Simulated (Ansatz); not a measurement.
# TiC (model cell, started as CsCl type): following an unstable mode, part 2 of 3

Which phase does TiC (model cell, started as CsCl type) fall into along its unstable mode, and how much energy does it gain?

Ansatz 0.2.0; DFT PBEsol, scalar-relativistic, plane waves, PAW.

So far, highest frequency on the path or at a solved wavevector (cm⁻¹): step 2 (phonons on a q mesh) 419. Also lowest frequency on the path (cm⁻¹): step 2 -369.

The structure was built from a prototype and need not be the compound's stable phase.

### 5. Energy along the mode, all amplitudes (two of the runs are shown above)

An imaginary frequency means negative curvature, so the energy should fall and then rise again as anharmonic terms take over.

This step gave:

- depth at the lowest point sampled: 242.6 meV/atom
- largest atomic shift at that point: 0.45 Å

Table of energy from the parent by largest atomic shift:

```csv
largest atomic shift (Å),energy from the parent (meV/atom)
0.000,0
0.040,-7.46
0.080,-26.5
0.140,-66.2
0.220,-124
0.320,-190
0.450,-243
0.600,-178
```

Displacement at unit largest shift by atom:

```csv
atom,x (Å),y (Å),z (Å),size
Ti1,0.365,0.931,0.000,1.000
Ti2,-0.365,-0.931,0.000,1.000
C3,0.000,0.000,0.000,0.000
C4,0.000,0.000,0.000,0.000
```

The lowest of the steps tried is at 0.45 Å, 243 meV/atom below the parent; the bottom of the well need not coincide with a step.

### 6. Relaxing from the distorted cell

Starting from the lowest point found, all atoms and the cell are let go, so that strain and other modes of the same symmetry can join in.

Input file input.yaml:

```yaml
crystal:
  lattice:
    - [2.6818219351, 0.0, 0.0]
    - [0.0, 2.6818219351, 0.0]
    - [0.0, 0.0, 5.3636438702]
  atoms:
    - { symbol: Ti, position: [0.0612645408, 0.1562122902, 0.0] }
    - { symbol: Ti, position: [-0.0612645408, -0.1562122902, 0.5] }
    - { symbol: C, position: [0.5, 0.5, 0.25] }
    - { symbol: C, position: [0.5, 0.5, 0.75] }
kpoints:
  mp_grid: { grid: [14, 14, 8] }
hamiltonian:
  xc: pbesol
scf:
  occupations: { method: methfessel_paxton, width: 0.15 }
output:
  forces: true
  stress: true
  eigenvalues: true
relax:
  adjacent_minimum: "off"
  f_tol: 0.002
  max_steps: 120
  cell: { stress_tol: 0.03 }
```

Started as:

```console
ansatz run input.yaml --threads 4 --pin off --max-ram 7168MiB --backend cpu --events-out ev --progress --plain --runs-dir out
```

Numbers of over 12 decimals in the logs are rounded to 6 here.

Log:

```text
[...]
Crystal: 4 atoms, lattice volume = 38.576 Å³
Basis set: ecut = 420 eV, 757 PW (Γ), exchange–correlation on 36×36×72 points (8 copies of the dense FFT grid, shifted against one another)
Bands: 20, of which v1, the nominal top of the filled ones, is band 16 counted from 1 (15 counted from 0)
Symmetry: 4 space group operations
[...]
k-points: 500 of 1568
[...]
SCF iter   1: F=—  HF=-5441.147457 eV  |F-HF|=—  |Δ(HF+E_count)|=         —  Δρ=1.52e-2  dr2=7.21e-2  ethr=1.77e-3  ⟨swp⟩=4.3  Hψ=40514  notcnv=0
[...]
SCF iter   6: F=-5441.128507 eV  HF=-5441.128507 eV  |F-HF|=5.13e-8  |Δ(HF+E_count)|=   2.48e-7  S|Δr|=    0.00e0  Δρ=1.48e-5  dr2=8.65e-8  ethr=3.13e-10  ⟨swp⟩=3.0  Hψ=37773  notcnv=0
SCF 1 converged in 6 iterations: F = -5441.128507 eV  dr2 = 8.65e-8
[...]
relax step   1: F+E_penalty+E_count = -5441.12850743 eV  Δ(F+E_penalty+E_count) = +0.000e0 eV  max|allowed force component| = 2.760e-1 eV/Å  Δτ_max = 0.0000 Å  P = +12.715 GPa  Ω = 38.576 Å³  (6 SCF iters, dr2 threshold 1.00e-7 eV, accepted)
Crystal: 4 atoms, lattice volume = 40.207 Å³
Basis set: ecut = 420 eV, 791 PW (Γ), exchange–correlation on 36×36×72 points (8 copies of the dense FFT grid, shifted against one another)
[...]
SCF iter   6: F=-5441.401203 eV  HF=-5441.401203 eV  |F-HF|=2.43e-8  |Δ(HF+E_count)|=   2.88e-7  S|Δr|=    0.00e0  Δρ=1.32e-5  dr2=5.73e-8  ethr=1.25e-9  ⟨swp⟩=5.4  Hψ=47176  notcnv=0
SCF 2 converged in 6 iterations: F = -5441.401203 eV  dr2 = 5.73e-8
relax step   2: F+E_penalty+E_count = -5441.40120267 eV  Δ(F+E_penalty+E_count) = -2.727e-1 eV  max|allowed force component| = 3.780e-1 eV/Å  Δτ_max = 0.0495 Å  P = +2.764 GPa  Ω = 40.207 Å³  energy of the carried Pulay correction = -2.681e-3 eV  (6 SCF iters, dr2 threshold 4.00e-7 eV, accepted)
Crystal: 4 atoms, lattice volume = 41.172 Å³
Basis set: ecut = 420 eV, 795 PW (Γ), exchange–correlation on 36×36×72 points (8 copies of the dense FFT grid, shifted against one another)
[...]
SCF iter   6: F=-5441.618999 eV  HF=-5441.618999 eV  |F-HF|=8.18e-9  |Δ(HF+E_count)|=   1.01e-7  S|Δr|=    0.00e0  Δρ=1.10e-5  dr2=3.15e-8  ethr=1.25e-9  ⟨swp⟩=5.1  Hψ=46893  notcnv=0
SCF 3 converged in 6 iterations: F = -5441.618999 eV  dr2 = 3.15e-8
relax step   3: F+E_penalty+E_count = -5441.61899889 eV  Δ(F+E_penalty+E_count) = -2.178e-1 eV  max|allowed force component| = 2.171e-1 eV/Å  Δτ_max = 0.0606 Å  P = -1.683 GPa  Ω = 41.172 Å³  energy of the carried Pulay correction = -4.215e-3 eV  (6 SCF iters, dr2 threshold 4.00e-7 eV, accepted)
[... from here on, the SCF cycles and remarks between the steps are left out ...]
relax step   4: F+E_penalty+E_count = -5441.92360166 eV  Δ(F+E_penalty+E_count) = -3.046e-1 eV  max|allowed force component| = 1.568e-1 eV/Å  Δτ_max = 0.0461 Å  P = -2.577 GPa  Ω = 41.344 Å³  energy of the carried Pulay correction = -4.485e-3 eV  (6 SCF iters, dr2 threshold 4.00e-7 eV, accepted)
relax step   5: F+E_penalty+E_count = -5442.28160041 eV  Δ(F+E_penalty+E_count) = -3.580e-1 eV  max|allowed force component| = 4.400e-1 eV/Å  Δτ_max = 0.0403 Å  P = -3.563 GPa  Ω = 41.383 Å³  energy of the carried Pulay correction = -4.546e-3 eV  (6 SCF iters, dr2 threshold 4.00e-7 eV, accepted)
relax step   6: F+E_penalty+E_count = -5442.65206956 eV  Δ(F+E_penalty+E_count) = -3.705e-1 eV  max|allowed force component| = 7.707e-1 eV/Å  Δτ_max = 0.0376 Å  P = -4.911 GPa  Ω = 41.330 Å³  energy of the carried Pulay correction = -4.464e-3 eV  (6 SCF iters, dr2 threshold 4.00e-7 eV, accepted)
relax step   7: F+E_penalty+E_count = -5443.14228539 eV  Δ(F+E_penalty+E_count) = -4.902e-1 eV  max|allowed force component| = 1.004e0 eV/Å  Δτ_max = 0.0624 Å  P = -3.458 GPa  Ω = 40.360 Å³  energy of the carried Pulay correction = -2.927e-3 eV  (6 SCF iters, dr2 threshold 4.00e-7 eV, accepted)
relax step   8: F+E_penalty+E_count = -5443.62048955 eV  Δ(F+E_penalty+E_count) = -4.782e-1 eV  max|allowed force component| = 4.440e-1 eV/Å  Δτ_max = 0.1271 Å  P = -1.445 GPa  Ω = 38.794 Å³  energy of the carried Pulay correction = -3.637e-4 eV  (6 SCF iters, dr2 threshold 4.00e-7 eV, accepted)
relax step   9: F+E_penalty+E_count = -5443.66163673 eV  Δ(F+E_penalty+E_count) = -4.115e-2 eV  max|allowed force component| = 2.402e-1 eV/Å  Δτ_max = 0.0245 Å  P = +0.545 GPa  Ω = 38.227 Å³  energy of the carried Pulay correction = +5.884e-4 eV  (6 SCF iters, dr2 threshold 4.00e-7 eV, accepted)
relax step  10: F+E_penalty+E_count = -5443.66939175 eV  Δ(F+E_penalty+E_count) = -7.755e-3 eV  max|allowed force component| = 1.340e-2 eV/Å  Δτ_max = 0.0222 Å  P = -0.444 GPa  Ω = 38.324 Å³  energy of the carried Pulay correction = +4.242e-4 eV  (5 SCF iters, dr2 threshold 4.00e-7 eV, accepted)
relax step  11: F+E_penalty+E_count = -5443.66961394 eV  Δ(F+E_penalty+E_count) = -2.222e-4 eV  max|allowed force component| = 1.429e-3 eV/Å  Δτ_max = 0.0011 Å  P = +0.010 GPa  Ω = 38.268 Å³  energy of the carried Pulay correction = +5.198e-4 eV  (3 SCF iters, dr2 threshold 4.00e-7 eV, accepted)
relax step  12: F+E_penalty+E_count = -5443.66961590 eV  Δ(F+E_penalty+E_count) = -1.956e-6 eV  max|allowed force component| = 2.741e-4 eV/Å  Δτ_max = 0.0001 Å  P = -0.002 GPa  Ω = 38.268 Å³  energy of the carried Pulay correction = +5.197e-4 eV  (3 SCF iters, dr2 threshold 9.52e-9 eV, accepted)
relax step  13: F+E_penalty+E_count = -5444.10908398 eV  Δ(F+E_penalty+E_count) = -4.395e-1 eV  max|allowed force component| = 1.018e-2 eV/Å  Δτ_max = 0.0000 Å  P = +10.226 GPa  Ω = 38.268 Å³  stress off target by 2.75e1 GPa  SCF on the basis re-selected at this cell (its energy is not comparable with the rows above)  (8 SCF iters)
relax step  14: F+E_penalty+E_count = -5444.27600452 eV  Δ(F+E_penalty+E_count) = -1.669e-1 eV  max|allowed force component| = 6.262e-3 eV/Å  Δτ_max = 0.0079 Å  P = +4.482 GPa  Ω = 38.930 Å³  energy of the carried Pulay correction = -1.330e-3 eV  (5 SCF iters, dr2 threshold 4.00e-7 eV, accepted)
relax step  15: F+E_penalty+E_count = -5444.31085276 eV  Δ(F+E_penalty+E_count) = -3.485e-2 eV  max|allowed force component| = 2.725e-3 eV/Å  Δτ_max = 0.0035 Å  P = -1.041 GPa  Ω = 39.656 Å³  energy of the carried Pulay correction = -2.735e-3 eV  (5 SCF iters, dr2 threshold 4.00e-7 eV, accepted)
relax step  16: F+E_penalty+E_count = -5444.31196321 eV  Δ(F+E_penalty+E_count) = -1.110e-3 eV  max|allowed force component| = 5.407e-4 eV/Å  Δτ_max = 0.0003 Å  P = +0.027 GPa  Ω = 39.503 Å³  energy of the carried Pulay correction = -2.464e-3 eV  (4 SCF iters, dr2 threshold 4.00e-7 eV, accepted)
relax step  17: F+E_penalty+E_count = -5444.31195701 eV  Δ(F+E_penalty+E_count) = +6.201e-6 eV  max|allowed force component| = 8.513e-5 eV/Å  Δτ_max = 0.0000 Å  P = -0.001 GPa  Ω = 39.507 Å³  energy of the carried Pulay correction = -2.471e-3 eV  (3 SCF iters, dr2 threshold 5.56e-9 eV, accepted)
relax step  18: F+E_penalty+E_count = -5444.31752888 eV  Δ(F+E_penalty+E_count) = -5.572e-3 eV  max|allowed force component| = 7.701e-4 eV/Å  Δτ_max = 0.0000 Å  P = +0.185 GPa  Ω = 39.507 Å³  stress off target by 5.00e-1 GPa  SCF on the basis re-selected at this cell (its energy is not comparable with the rows above)  (6 SCF iters)
relax step  19: F+E_penalty+E_count = -5444.31755755 eV  Δ(F+E_penalty+E_count) = -2.867e-5 eV  max|allowed force component| = 3.973e-4 eV/Å  Δτ_max = 0.0001 Å  P = +0.011 GPa  Ω = 39.531 Å³  energy of the carried Pulay correction = -4.552e-5 eV  (3 SCF iters, dr2 threshold 4.00e-7 eV, accepted)
[...]
SCF iter   5: F=-5444.317604 eV  HF=-5444.317604 eV  |F-HF|=0.00e0  |Δ(HF+E_count)|=  7.55e-11  S|Δr|=    0.00e0  Δρ=9.17e-8  dr2=1.50e-12  ethr=1.00e-12  ⟨swp⟩=3.8  Hψ=42150  notcnv=0
SCF 20 converged in 5 iterations: F = -5444.317604 eV  dr2 = 1.50e-12
relax step  20: F+E_penalty+E_count = -5444.31760390 eV  Δ(F+E_penalty+E_count) = -4.635e-5 eV  max|allowed force component| = 1.847e-4 eV/Å  Δτ_max = 0.0000 Å  P = +0.011 GPa  Ω = 39.531 Å³  stress off target by 2.53e-2 GPa  SCF on the basis re-selected at this cell (its energy is not comparable with the rows above)  (5 SCF iters)
[...]
SCF converged after 5 iterations
[...]
Free energy (F): -5444.317604 eV
[...]
Internal energy: -5444.318186 eV  (E = F + TS)
E sigma→0 (E₀):  -5444.317749 eV
Entropy (-TS):   0.000582 eV (0.145 meV/atom)
Fermi energy:    15.574464 eV
[...]
--- Forces (eV/Å), atoms counted from 1 ---
  atom   1  Ti    -0.00018468    -0.00007391     0.00000000
  atom   2  Ti     0.00018468     0.00007391    -0.00000000
  atom   3  C      0.00000000    -0.00000000     0.00000000
  atom   4  C     -0.00000000    -0.00000000     0.00000000
  max |Σ_I F_I| component: 1.36e-20 eV/Å
--- Stress (GPa, compression-positive) ---
        0.014530       0.010439       0.000000
        0.010439       0.015115       0.000000
        0.000000       0.000000       0.003542
  P = ⅓ Tr σ = 0.0111 GPa (0.111 kbar)
--- Band table (eV; the first three rows and the last of 500) ---
  k-point 0: bands = [... 12 lower, 12.1732, 14.4551, 14.4552, 16.1494, 16.1500, 16.2186, 16.2870, 16.2872]
  k-point 1: bands = [... 12 lower, 12.1960, 14.1524, 14.1526, 15.9648, 16.4169, 16.4171, 16.5107, 16.5111]
  k-point 2: bands = [... 12 lower, 12.2760, 13.6119, 13.6122, 15.2329, 16.7774, 16.7776, 17.1820, 17.1823]
  k-point 499: bands = [... 12 lower, 12.8019, 12.8019, 12.9795, 12.9795, 17.0343, 17.0343, 17.9263, 17.9263]
--- Relaxed structure (17 steps of the walk, 17 accepted, 3 SCFs on fresh bases) ---
  F+E_penalty+E_count = -5444.31760390 eV   max|allowed force component| = 1.847e-4 eV/Å   (the final SCF, on the basis selected at the relaxed cell)
  cell:  # Å, volume = 39.5309 Å³
    - [3.020772, 0.809327, 0.0]
    - [0.809327, 3.020768, 0.0]
    - [0.0, 0.0, 4.667144]
  atoms:
    - { symbol: Ti, position: [0.166669, 0.166666, 0] }
    - { symbol: Ti, position: [-0.166669, -0.166666, 0.5] }
    - { symbol: C, position: [0.500000, 0.5, 0.25] }
    - { symbol: C, position: [0.500000, 0.5, 0.75] }
```

Elapsed: 1.9 min, on 4 threads of Arm Neoverse V1, shared host; peak memory 0.64 GiB.

The steps of the relaxation:

```csv
step,energy less that of the first step (eV),largest force component (eV/Å),pressure (GPa),volume (Å³)
1,0.0000,0.2760,12.72,38.58
2,-0.2727,0.3780,2.76,40.21
3,-0.4905,0.2171,-1.68,41.17
4,-0.7951,0.1568,-2.58,41.34
5,-1.1531,0.4400,-3.56,41.38
6,-1.5236,0.7707,-4.91,41.33
7,-2.0138,1.0037,-3.46,40.36
8,-2.4920,0.4440,-1.45,38.79
9,-2.5331,0.2402,0.54,38.23
10,-2.5409,0.0134,-0.44,38.32
11,-2.5411,0.0014,0.01,38.27
12,-2.5411,0.0003,0.00,38.27
13*,-2.9806,0.0102,10.23,38.27
14,-3.1475,0.0063,4.48,38.93
15,-3.1823,0.0027,-1.04,39.66
16,-3.1835,0.0005,0.03,39.50
17,-3.1834,0.0001,0.00,39.51
18*,-3.1890,0.0008,0.19,39.51
19,-3.1891,0.0004,0.01,39.53
20*,-3.1891,0.0002,0.01,39.53
```

Relaxation steps marked * repeat the geometry before them on a plane-wave basis chosen anew for their cell, so energy and pressure can jump there.

The run keeps the 4 symmetry operations that it works with, so distortions that break them were not tested.

```csv
cell as run,before,after,change
a (Å),2.682,3.127,+16.6 %
b (Å),2.682,3.127,+16.6 %
c (Å),5.364,4.667,-13.0 %
γ (°),90.00,60.00,-33.3 %
volume (Å³/atom),9.64,9.88,+2.5 %
```

The atoms that moved most (Å, as changes of fractional coordinates times the final cell):

```csv
atom,dx,dy,dz,length
Ti1,0.327,0.117,0.000,0.347
Ti2,-0.327,-0.117,0.000,0.347
```

Final coordinates:

```xyz
4
Lattice="3.0208 0.8093 0.0000 0.8093 3.0208 0.0000 0.0000 0.0000 4.6671" Properties=species:S:1:pos:R:3 pbc="T T T"
Ti    0.6384    0.6384    0.0000
Ti   -0.6384   -0.6384    2.3336
C     1.9150    1.9150    1.1668
C     1.9150    1.9150    3.5004
```

This step gave:

| Property | Result |
| --- | --- |
| pressure | 0.01106 GPa |
| volume per atom | 9.883 Å³ |

The distorted start has space group P2_1/m; the relaxation ends in P6_3/mmc.

### 7. The new phase in its own primitive cell

The relaxed structure is symmetrised, reduced to its primitive cell and relaxed tightly, as its phonons need.

input.yaml, the sections that differ from step 6:

```yaml
crystal:
  lattice:
    - [3.1273815197, 0.0, 0.0]
    - [-1.5636907598, 2.7083918433, 0.0]
    - [0.0, 0.0, 4.6671439932]
  atoms:
    - { symbol: Ti, position: [0.3333333333, 0.6666666667, 0.25] }
    - { symbol: Ti, position: [0.6666666667, 0.3333333333, 0.75] }
    - { symbol: C, position: [0.0, 0.0, 0.5] }
    - { symbol: C, position: [0.0, 0.0, 0.0] }
kpoints:
  mp_grid: { grid: [15, 15, 8] }
relax:
  adjacent_minimum: "off"
  f_tol: 0.001
  max_steps: 60
  cell: { stress_tol: 0.01 }
# hamiltonian, scf, output: as in step 6
```

Log:

```text
[...]
Crystal: 4 atoms, lattice volume = 39.532 Å³
Basis set: ecut = 420 eV, 771 PW (Γ), exchange–correlation on 48×48×64 points (8 copies of the dense FFT grid, shifted against one another)
Bands: 20, of which v1, the nominal top of the filled ones, is band 16 counted from 1 (15 counted from 0)
Symmetry: 24 space group operations
[...]
k-points: 135 of 1800
[...]
--- Relaxed structure (3 steps of the walk, 3 accepted, 1 SCFs on fresh bases) ---
[...]
cell:  # Å, volume = 39.5326 Å³
    - [3.128048, -2.8873681024741352e-11, 0]
    - [-1.564024, 2.708969, 0]
    - [0, 0, 4.665277]
  atoms:
    - { symbol: Ti, position: [0.333333, 0.666667, 0.25] }
    - { symbol: Ti, position: [0.666667, 0.333333, 0.75] }
    - { symbol: C, position: [0, 0, 0.5] }
    - { symbol: C, position: [0, 0, 0] }
[key lines of the parts left out:]
SCF converged after 5 iterations
Free energy (F): -5444.316403 eV
Fermi energy:    15.546735 eV
P = ⅓ Tr σ = -0.0003 GPa (-0.003 kbar)
```

Elapsed: 5.9 s, on 4 threads; peak memory 0.42 GiB.

Little changed from the start: no atom moved by 0.005 Å and no cell edge by 0.1 %.

This step gave:

* pressure: -3.07e-4 GPa

The forces vanish by symmetry and the pressure is 0.000 GPa, within the tolerances set. The cell now holds 9.88 Å³/atom.

(Part 2 of 3 ends here.)

[Logs are printed without paths, hosts, clocks, repeated set-up lines and the standing remarks that a program may print on its own settings, such as how far it seeks lower states.]

[Hosts, paths, dates, database ids (printed as entryN), source tags and the programs' standing remarks are cut or masked in the printed files.]
